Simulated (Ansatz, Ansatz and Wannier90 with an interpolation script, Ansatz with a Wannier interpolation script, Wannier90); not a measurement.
Planning a run of Ansatz 0.2.0 on TiO2 (Rutile). The input:

```yaml
crystal:
  lattice:
    - [4.500356, 0.0, 0.0]
    - [0.0, 4.500356, 0.0]
    - [0.0, 0.0, 2.898252]
  atoms:
    - { symbol: Ti, position: [0.0, 0.0, 0.0] }
    - { symbol: Ti, position: [0.5, 0.5, 0.5] }
    - { symbol: O, position: [0.3031355189, 0.3031355189, 0.0] }
    - { symbol: O, position: [0.1968644811, 0.8031355189, 0.5] }
    - { symbol: O, position: [0.6968644811, 0.6968644811, 0.0] }
    - { symbol: O, position: [0.8031355189, 0.1968644811, 0.5] }
kpoints:
  mp_grid: { grid: [4, 4, 6] }
hamiltonian:
  xc: lda
scf:
  occupations: { method: fixed }
gw:
  n_empty_bands: 197
  ecut_chi: 130.0
  qp_bands: [v12, c6]
  screening: { model: contour_deformation }
```

```sh
ansatz run input.yaml --threads 14 --pin off --max-ram 73728MiB --backend cpu --events-out ev --progress --plain --runs-dir out
```

Estimate wall time and host memory on 14 threads of Arm Neoverse V2, shared host.

It took 2.7 min; on shared hardware allow 80 s to 5.3 min. Peak host memory was 1.4 GiB. The sizes that set the cost: 1153 plane waves a state, 24 irreducible k points, 221 bands summed, 189 plane waves in the screening and 7 SCF cycles.

The screening grows as filled bands × empty bands × pairs of k points, times the square of the screening basis for the matrix.

[Paths, hosts, dates, memory and timing lines, banners, echoed tables and standing remarks are left out of the program output.]

[Logs are printed without paths, hosts, clocks, repeated set-up lines and the standing remarks that a program may print on its own settings, such as how far it seeks lower states.]

[Runs of the session that timed out or met a known fault of the program may be left out.]

[Hosts, paths, dates, database ids (printed as entryN), source tags and the programs' standing remarks are cut or masked in the printed files.]
